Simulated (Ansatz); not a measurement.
PtSe2 (layers cut from the bulk crystal), computed twice by G0W0.

The cell holds 3 atoms: 2 Se and 1 Pt. Its edges and angles: a = 3.710 Å, b = 3.710 Å, c = 28.500 Å, α = 90.0°, β = 90.0°, γ = 120.0°. It derives from PtSe2. Vacuum lies along c.

```xyz
3
Lattice="3.7097 0.0000 0.0000 -1.8548 3.2127 0.0000 0.0000 0.0000 28.5000" Properties=species:S:1:pos:R:3
Se    1.8548    1.0709   12.9279
Pt    0.0000    0.0000   14.2500
Se    0.0000    2.1418   15.5721
```

The structure was relaxed with PBE-D3(BJ). The runs that relaxed it are not among those shown. Spin-orbit coupling is left out unless a run names it. PAW set soft_2, made with PBE.

The first (Ansatz 0.2.0; start PBE, 6×6×1 mesh, 451 empty bands, screening to 70 eV; 1 × NVIDIA H100 80GB HBM3 (shared by 6 runs) with 3 threads of AMD EPYC 7R13 (Zen 3), shared host) gave, on its mesh: starting gap 1.64 eV, G0W0 gap 2.47 eV, mean of 1 + 4πα/V (set by the cell height) 3.22, 23 s.

Question: The second changes empty bands from 451 to 180 and screening cutoff (eV) from 70.0 to 38. What does it give?

It gave: starting gap 1.64 eV, G0W0 gap 2.39 eV, mean of 1 + 4πα/V (set by the cell height) 3.29, 14 s. The G0W0 gap moves by −0.08 eV, +0.00 eV from the start and −0.08 eV from the correction. Σc changes by +0.32 eV at the valence top and +0.24 eV at the conduction bottom, and Σx − Vxc between them by +0.00 eV.

Limits: not at the basis limit; coarse mesh for a sheet; no spin polarisation; d states lean on the start; no spin-orbit coupling.

[Paths, hosts, dates, memory and timing lines, banners, echoed tables and standing remarks are left out of the program output.]

[Logs are printed without paths, hosts, clocks, repeated set-up lines and the standing remarks that a program may print on its own settings, such as how far it seeks lower states.]

[Runs of the session that timed out or met a known fault of the program may be left out.]

[Cells called generated may have been cut or substituted from an entry of the Crystallography Open Database or the Materials Project.]

[Hosts, paths, dates, database ids (printed as entryN), source tags and the programs' standing remarks are cut or masked in the printed files.]
